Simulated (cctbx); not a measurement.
# Reading a Patterson map

Space group P6_3mc (no. 186), a = 10.3240 Å, b = 10.3240 Å, c = 8.0330 Å, α = 90.00°, β = 90.00°, γ = 120.00°, content Te2 Se6 Fe2 K12.

Simulated single-crystal data (cctbx): Ag Kα, λ = 0.56087 Å, to d = 0.8 Å, 80 % of the full sphere, strongest reflection 5000 counts, noise from counting, a 3 % proportional error and a noise floor of 15 counts (s.d.); no absorption.

Patterson synthesis, origin scaled to 1000:

```text
Patterson group P 6/m m m
      u       v       w   height  length (A)
  0.000   0.000   0.000   1000.0     0.00
  0.000   0.413   0.000    195.5     4.27
  0.333   0.667   0.500    175.9     7.19
  0.333   0.667   0.196    157.6     6.17
  0.196   0.392   0.500    144.9     5.33
  0.000   0.000   0.315    129.1     2.53
  0.039   0.520   0.500    121.8     6.55
  0.137   0.273   0.397    120.0     4.02
  0.051   0.526   0.429    109.4     6.23
  0.138   0.277   0.307    103.7     3.49
  0.058   0.529   0.094    100.2     5.24
  0.189   0.377   0.000     83.9     3.37
  0.191   0.383   0.179     75.8     3.71
  0.203   0.602   0.500     69.1     6.79
```

Q: Assign the vectors.

A peak at u stands for all pairs with xi − xj = u, with weight Σ ZiZj against Σ Z² = 18028 at the origin. Peak heights follow these weights only roughly, since form factors, motion and series ripples differ, all vectors within 0.55 Å of a peak are counted as merged into it though the farther ones add only part of their weight, and F(000) is left out, which lowers the whole map:

| u | v | w | shortest length (Å) | height | 1000 ΣZiZj/ΣZ² | pairs in the cell |
| --- | --- | --- | --- | --- | --- | --- |
| 0.000 | 0.413 | 0.000 | 4.26 | 196 | 208 | 2 × Se–Se, 4 × K–K |
| 0.333 | 0.667 | 0.500 | 7.18 | 176 | 187 | 1 × Te–Te, 1 × Fe–Fe |
| 0.333 | 0.667 | 0.196 | 6.16 | 158 | 182 | 3 × Se–K, 1 × Te–Fe |
| 0.196 | 0.392 | 0.500 | 5.33 | 145 | 128 | 2 × Se–Se |
| 0.000 | 0.000 | 0.315 | 2.53 | 129 | 150 | 2 × Te–Fe |
| 0.039 | 0.520 | 0.500 | 6.55 | 122 | 150 | 2 × Te–K, 2 × K–K |
| 0.137 | 0.273 | 0.397 | 4.02 | 120 | 125 | 1 × Te–Se, 1 × Fe–K |
| 0.051 | 0.526 | 0.429 | 6.22 | 109 | 176 | 2 × Se–K, 1 × Te–K, 1 × Se–Fe |
| 0.138 | 0.277 | 0.307 | 3.50 | 104 | 154 | 2 × Se–K, 1 × Te–K, 1 × Fe–K |
| 0.058 | 0.529 | 0.094 | 5.24 | 100 | 98 | 1 × Te–Se |

The table stops at ten peaks or at a height of 45, below which ripples compete. In the model behind the data Te, the heaviest element, has 1 independent site: (1/3, 2/3, 0.5625), up to an allowed shift of origin; the Te–Te vectors are differences of these positions and their symmetry mates. The whole model:

```csv
atom,mult.,x,y,z,Ueq (Å²)
Te1,2,1/3,2/3,0.5625,0.0198
Se1,6,0.1976,0.3953,0.1594,0.0148
Fe1,2,1/3,2/3,0.2476,0.0159
K1,6,0.5282,0.0563,0.3722,0.0203
K2,6,0.1460,0.2920,0.5479,0.0178
```

The model is made up (kin elements in a known structure type, no relaxation), so it says nothing on whether the phase exists.

[Logs are printed without paths, hosts, clocks, repeated set-up lines and the standing remarks that a program may print on its own settings, such as how far it seeks lower states.]
